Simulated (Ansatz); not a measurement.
An input for Ansatz 0.2.0 (Diamond (Fd-3m, 2 atoms a cell)):

```yaml
crystal:
  lattice:
    - [0.0, 1.78337, 1.78337]
    - [1.78337, 0.0, 1.78337]
    - [1.78337, 1.78337, 0.0]
  atoms:
    - { symbol: C, position: [0.0, 0.0, 0.0] }
    - { symbol: C, position: [0.25, 0.25, 0.25] }
kpoints:
  mp_grid: { grid: [6, 6, 6] }
  band_path:
    path:
      - [0.0, 0.0, 0.0]
      - [0.5, 0.0, 0.5]
      - [0.625, 0.25, 0.625]
      - [0.375, 0.375, 0.75]
      - [0.5, 0.5, 0.5]
      - [0.5, 0.25, 0.75]
      - [0.35, 0.0, 0.35]
    npoints: 1
hamiltonian:
  xc: hse06
  pseudopotentials: { kind: paw, azcp: { folder: soft_1 } }
scf:
  occupations: { method: fixed }
  n_extra_bands: 4
output:
  eigenvalues: true
```

```sh
ansatz run input.yaml --threads 3 --pin off --max-ram 92160MiB --backend cuda --events-out ev --progress --plain --runs-dir out --devices 1 --max-vram 13GiB
```

Question: How long will it take on 1 × NVIDIA H100 80GB HBM3 (shared by 6 runs) with 3 threads of AMD EPYC 7R13 (Zen 3), shared host, and how much memory?

It took 18 s; on shared hardware allow 8.8 s to 35 s. Peak host memory was 0.99 GiB. The sizes that set the cost: 229 plane waves a state, 16 irreducible k points and 9 SCF cycles.

Exact exchange couples every pair of k points and filled bands, so it costs far more than a semilocal run.

[Paths, hosts, dates, memory and timing lines, banners, echoed tables and standing remarks are left out of the program output.]

[Logs are printed without paths, hosts, clocks, repeated set-up lines and the standing remarks that a program may print on its own settings, such as how far it seeks lower states.]

[Runs of the session that timed out or met a known fault of the program may be left out.]

[Cells called generated may have been cut or substituted from an entry of the Crystallography Open Database or the Materials Project.]

[Hosts, paths, dates, database ids (printed as entryN), source tags and the programs' standing remarks are cut or masked in the printed files.]
